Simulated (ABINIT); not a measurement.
# A GW chain in ABINIT: PtS2 (P-3m1)

How does a plane-wave GW calculation on PtS2 (P-3m1) run from the first input to the gap?

Method: PBE and many-body steps on it, plane waves, in ABINIT 10.8.3.

## 1. Set-up

Symmetry: P-3m1, No. 164, trigonal system. Conventional cell: a = 3.549 Å, b = 3.549 Å, c = 5.597 Å, α = 90.00°, β = 90.00°, γ = 120.00°. Pt has 6 S at 2.39 Å nearest. Nearest to S lie 3 Pt at 2.39 Å. Farther neighbours and most contacts between anions are not listed.

The cell and positions are those that the Materials Project relaxed with its own functionals (PBE, PBE+U or r2SCAN), kept fixed.

## 2. Ground state

This step: ABINIT 10.8.3; DFT, PBE with spin-orbit coupling, plane waves, norm-conserving pseudopotentials.

The ground-state density comes first.

run.abi

```
acell 3*1.0 Angstrom
rprim 
  3.548742189349 0.000000000014 0.000000000000
  -1.774371094686 3.073300887451 0.000000000000
  0.000000000000 0.000000000000 5.597066540000
ntypat 2
znucl 78 16
natom 3
typat 1 2 2
xred 
  0.000000000000 0.000000000000 0.000000000000
  0.666666666667 0.333333333333 0.779664060000
  0.333333333333 0.666666666667 0.220335940000
pp_dirpath "pseudos"
pseudos "Pt.upf, S.upf"
ecut 38
nspinor 2
ngkpt 6 6 4
nshiftk 1
shiftk 0 0 0
kptopt 1
chksymbreak 0
nband 40
occopt 1
tolvrs 1e-10
nstep 60
prtwf 0
optforces 0
optstress 0
indata_prefix "in"
outdata_prefix "out"
tmpdata_prefix "tmp"
```

Run with:

```bash
$ OMP_NUM_THREADS=1 mpirun -n 8 abinit run.abi > log
```

Numbers of over 12 decimals in the logs are rounded to 6 here.

The program printed:

```text
.Version 10.8.3 of ABINIT. v10.8.2 released Aug 2026.

 Symmetries : space group P-3 m 1 (#164); Bravais hP (primitive hexag.)
================================================================================
 Values of the parameters that define the memory need of the present run
     intxc =       0    ionmov =       0      iscf =       7    lmnmax =      26
     lnmax =      26     mgfft =      60  mpssoang =       7    mqgrid =    3001
     natom =       3  nloc_mem =       1    nspden =       1   nspinor =       2
    nsppol =       1      nsym =      12    n1xccc =    2501    ntypat =       2
    occopt =       1   xclevel =       2
-    mband =          40        mffmem =           1         mkmem =           3
       mpw =        4662          nfft =       96000          nkpt =          24
================================================================================
  Rough estimation (10% accuracy) of disk space for files :
================================================================================

--------------------------------------------------------------------------------
------------- Echo of variables that govern the present computation ------------
--------------------------------------------------------------------------------
 -outvars: echo values of preprocessed input variables --------
            acell      1.8897261259E+00  1.8897261259E+00  1.8897261259E+00 Bohr

      chksymbreak           0
             ecut      3.80000000E+01 Hartree
-          fftalg         312

              ixc     -101130
              kpt      0.00000000E+00  0.00000000E+00  0.00000000E+00
                       1.66666667E-01  0.00000000E+00  0.00000000E+00
                       3.33333333E-01  0.00000000E+00  0.00000000E+00
                       5.00000000E-01  0.00000000E+00  0.00000000E+00
                       1.66666667E-01  1.66666667E-01  0.00000000E+00
                       3.33333333E-01  1.66666667E-01  0.00000000E+00
                       3.33333333E-01  3.33333333E-01  0.00000000E+00
                       0.00000000E+00  0.00000000E+00  2.50000000E-01
                       1.66666667E-01  0.00000000E+00  2.50000000E-01
   [... 13 further rows ...]
                       3.33333333E-01  1.66666667E-01  5.00000000E-01
                       3.33333333E-01  3.33333333E-01  5.00000000E-01
         kptrlatt        6    0    0      0    6    0      0    0    4
          kptrlen      4.02369050E+01
P           mkmem           3
            natom           3
            nband          40
            ngfft          40      40      60
             nkpt          24
          nspinor           2
            nstep          60
             nsym          12
           ntypat           2
              occ      1.000000  1.000000  1.000000  1.000000  1.000000  1.000000
                       1.000000  1.000000  1.000000  1.000000  1.000000  1.000000
                       1.000000  1.000000  1.000000  1.000000  1.000000  1.000000
                       1.000000  1.000000  1.000000  1.000000  1.000000  1.000000
                       1.000000  1.000000  1.000000  1.000000  1.000000  1.000000
                       0.000000  0.000000  0.000000  0.000000  0.000000  0.000000
                       0.000000  0.000000  0.000000  0.000000
        optforces           0
        optstress           0
            prtwf           0
            rprim      3.5487421893E+00  1.4000000000E-11  0.0000000000E+00
[...]
spgroup         164

           tolvrs      1.00000000E-10

             xred      0.0000000000E+00  0.0000000000E+00  0.0000000000E+00
[...]
znucl       78.00000   16.00000

================================================================================

 chkinp: Checking input parameters for consistency.

================================================================================
== DATASET  1 ==================================================================
-   mpi_nproc: 8, omp_nthreads: 1 (-1 if OMP is not activated)

--- !DatasetInfo
iteration_state: {dtset: 1, }
dimensions: {natom: 3, nkpt: 24, mband: 40, nsppol: 1, nspinor: 2, nspden: 1, mpw: 4662, }
cutoff_energies: {ecut:  38.0, pawecutdg:  -1.0, }
electrons: {nelect:   3.00000000E+01, charge:   0.00000000E+00, occopt:   1.00000000E+00, tsmear:   1.00000000E-02, }

 Real(R)+Recip(G) space primitive vectors, cartesian coordinates (Bohr,Bohr^-1):
 R(1)=  6.7061508  0.0000000  0.0000000  G(1)=  0.1491168  0.0860926  0.0000000
 R(2)= -3.3530754  5.8076970  0.0000000  G(2)=  0.0000000  0.1721853  0.0000000
 R(3)=  0.0000000  0.0000000 10.5769229  G(3)=  0.0000000  0.0000000  0.0945455
 Unit cell volume ucvol=  4.1194250E+02 bohr^3
 Angles (23,13,12)=  9.00000000E+01  9.00000000E+01  1.20000000E+02 degrees

 getcut: wavevector=  0.0000  0.0000  0.0000  ngfft=  40  40  60
         ecut(hartree)=     38.000   => boxcut(ratio)=   2.04425

--- Pseudopotential description ------------------------------------------------
- Pt Generated using ONCVPSP code by D. R. Hamann
- 78.00000  18.00000  180424                  znucl, zion, pspdat
12 -101130 3 -1 1374                          pspcod,pspxc,lmax,lloc,mmax
     nproj     2     4     4     4
     spin-orbit psp
        nprojso     4     4     4
  pspatm : epsatm=   26.53842646
         --- l  ekb(1:nproj) -->
[...]
1    8.259647    1.381260    0.029479    0.000034
             2    2.390594    0.350388    0.006612    0.000049
             3    3.488851    0.383194    0.003338    0.000341
  spin-orbit 1   -1.837049    1.294717    0.048385   -0.000396
  spin-orbit 2    0.139809   -0.094008    0.026214   -0.000348
  spin-orbit 3    0.110428   -0.039088   -0.008370    0.004675
 pspatm: atomic psp has been read  and splines computed

- S Generated using ONCVPSP code by D. R. Hamann
- 16.00000   6.00000  180416                  znucl, zion, pspdat
12 -101130 2 -1 1146                          pspcod,pspxc,lmax,lloc,mmax
     nproj     2     3     2     0
     spin-orbit psp
        nprojso     3     3     0
  pspatm : epsatm=    9.02154350
         --- l  ekb(1:nproj) -->
[...]
1    3.228904    0.888476    0.000329
[...]
spin-orbit 1    0.096764   -0.027776    0.009511
  spin-orbit 2    0.001615    0.000361   -0.000189
 pspatm: atomic psp has been read  and splines computed

   1.33744540E+03                                ecore*ucvol(ha*bohr**3)
--------------------------------------------------------------------------------

_setup2: Arith. and geom. avg. npw (full set) are    4607.688    4607.671

================================================================================

--- !BeginCycle
iteration_state: {dtset: 1, }
solver: {iscf: 7, nstep: 60, nline: 4, wfoptalg: 0, }
tolerances: {tolvrs: 1.00E-10, }

     iter   Etot(hartree)      deltaE(h)  residm     vres2
 ETOT  1  -152.60605181001    -1.526E+02 1.359E-01 1.708E+03
 ETOT  2  -152.42004198339     1.860E-01 2.580E-02 3.934E+03
 ETOT  3  -152.92563984933    -5.056E-01 9.196E-03 1.896E+01
 ETOT  4  -152.92772911945    -2.089E-03 3.679E-03 1.752E+00
 ETOT  5  -152.92788234429    -1.532E-04 1.548E-03 3.794E-02
 ETOT  6  -152.92788661623    -4.272E-06 1.005E-03 3.374E-02
 ETOT  7  -152.92788969400    -3.078E-06 3.703E-04 2.503E-03
 ETOT  8  -152.92788992034    -2.263E-07 1.030E-03 3.341E-05
 ETOT  9  -152.92788992184    -1.504E-09 1.673E-04 2.536E-06
 ETOT 10  -152.92788992194    -9.842E-11 6.546E-04 3.222E-08
 ETOT 11  -152.92788992194    -9.663E-13 1.023E-04 9.507E-10
 ETOT 12  -152.92788992195    -5.940E-12 3.125E-04 2.652E-10
 ETOT 13  -152.92788992194     4.945E-12 6.232E-05 9.340E-12

 At SCF step   13       vres2   =  9.34E-12 < tolvrs=  1.00E-10 =>converged.

--- !ResultsGS
iteration_state: {dtset: 1, }
comment   : Summary of ground state results
lattice_vectors:
- [  6.7061508,   0.0000000,   0.0000000, ]
- [ -3.3530754,   5.8076970,   0.0000000, ]
- [  0.0000000,   0.0000000,  10.5769229, ]
lattice_lengths: [   6.70615,    6.70615,   10.57692, ]
lattice_angles: [ 90.000,  90.000, 120.000, ] # degrees, (23, 13, 12)
lattice_volume:   4.1194250E+02
convergence: {deltae:  4.945E-12, res2:  9.340E-12, residm:  6.232E-05, diffor:  0.000E+00, }
etotal    :  -1.52927890E+02
entropy   :   0.00000000E+00
fermie    :   2.22214200E-01
cartesian_stress_tensor: null
pressure_GPa: null
xred      :
- [  0.0000E+00,   0.0000E+00,   0.0000E+00, Pt]
- [  6.6667E-01,   3.3333E-01,   7.7966E-01,  S]
- [  3.3333E-01,   6.6667E-01,   2.2034E-01,  S]
cartesian_forces: null
force_length_stats: {min: null, max: null, mean: null, }

 Integrated electronic density in atomic spheres:
 ------------------------------------------------
 Atom  Sphere_radius  Integrated_density
[...]
2        2.00000          3.87367468
    3        2.00000          3.87367468
================================================================================

 ----iterations are completed or convergence reached----

 Mean square residual over all n,k,spin=   22.732E-08; max=  62.316E-06
 reduced coordinates (array xred) for    3 atoms
       0.000000000000      0.000000000000      0.000000000000
       0.666666666667      0.333333333333      0.779664060000
       0.333333333333      0.666666666667      0.220335940000
 rms dE/dt=  0.0000E+00; max dE/dt=  0.0000E+00; dE/dt below (all hartree)
    1       0.000000000000      0.000000000000      0.000000000000
    2       0.000000000000      0.000000000000      0.000000000000
    3       0.000000000000      0.000000000000      0.000000000000

 cartesian coordinates (angstrom) at end:
    1      0.000000     0.000000     0.000000
    2      1.774371     1.024434     4.363832
    3     -7.67e-12     2.048867     1.233235
 length scales=  1.889726125908  1.889726125908  1.889726125908 bohr
              =  1.000000000000  1.000000000000  1.000000000000 angstroms
 prteigrs : about to open file out_EIG
 Fermi (or HOMO) energy (hartree) =   0.22221   Average Vxc (hartree)=  -0.37800
 Eigenvalues (hartree) for nkpt=  24  k points:
 kpt#   1, nband= 40, wtk=  0.00694, kpt=  0.0000  0.0000  0.0000 (reduced coord)
  -3.41288   -3.41288   -2.13658   -2.13658   -1.58741   -1.58741   -1.58530   -1.58530
  -0.31610   -0.31610   -0.22503   -0.22503   -0.01181   -0.01181   -0.00812   -0.00812
   0.00517    0.00517    0.09234    0.09234    0.10050    0.10050    0.16737    0.16737
   0.19020    0.19020    0.19927    0.19927    0.21430    0.21430    0.31494    0.31494
   0.32452    0.32452    0.41716    0.41716    0.42279    0.42279    0.51402    0.51402
 prteigrs : prtvol=0 or 1, do not print more k-points.

--- !EnergyTerms
iteration_state     : {dtset: 1, }
comment             : Components of total free energy in Hartree
kinetic             :  4.49969697749593E+01
hartree             :  5.05510433007355E+01
xc                  : -3.01630177047084E+01
Ewald energy        : -8.17384982136501E+01
psp_core            :  3.24667980555679E+00
local_psp           : -1.50643329143218E+02
non_local_psp       :  1.08222622583815E+01
total_energy        : -1.52927889921943E+02
total_energy_eV     : -4.16137988044886E+03
band_energy         : -1.68097928121512E+01

== END DATASET(S) ==============================================================
================================================================================

 -outvars: echo values of variables after computation  --------
           etotal     -1.5292788992E+02
            nband          40
             nkpt          24
          spgroup         164
 [... the other variables as echoed above ...]

 Calculation completed.
```

The job ended after 3.1 min (8 MPI ranks of Arm Neoverse N1, shared host; peak memory 0.78 GiB; 25 min of CPU time).

This step gave:

```
total energy               : -4161.3799 eV
gap                        : 1.297 eV
k of the valence top       : -0.1667, 0, 0.25
k of the conduction bottom : 0.3333, 0.3333, 0
least direct gap           : 1.627 eV
```

The gap is indirect, with the least direct gap 0.33 eV higher.

(Continued in part 2 of 3.)

[Paths, hosts, dates, memory and timing lines, banners, echoed tables and standing remarks are left out of the program output.]

[Logs are printed without paths, hosts, clocks, repeated set-up lines and the standing remarks that a program may print on its own settings, such as how far it seeks lower states.]

[Runs of the session that timed out or met a known fault of the program may be left out.]

[Hosts, paths, dates, database ids (printed as entryN), source tags and the programs' standing remarks are cut or masked in the printed files.]

[G0W0 gaps are taken among the corrected bands and points alone; a level outside them can change the order at an edge.]

[Where Ansatz stands beside ABINIT at settings called matched, ABINIT's density can come from a denser mesh and the files from another edition; pairs whose starting gaps differed by over 0.03 eV were left out, so agreement reads better than it is.]
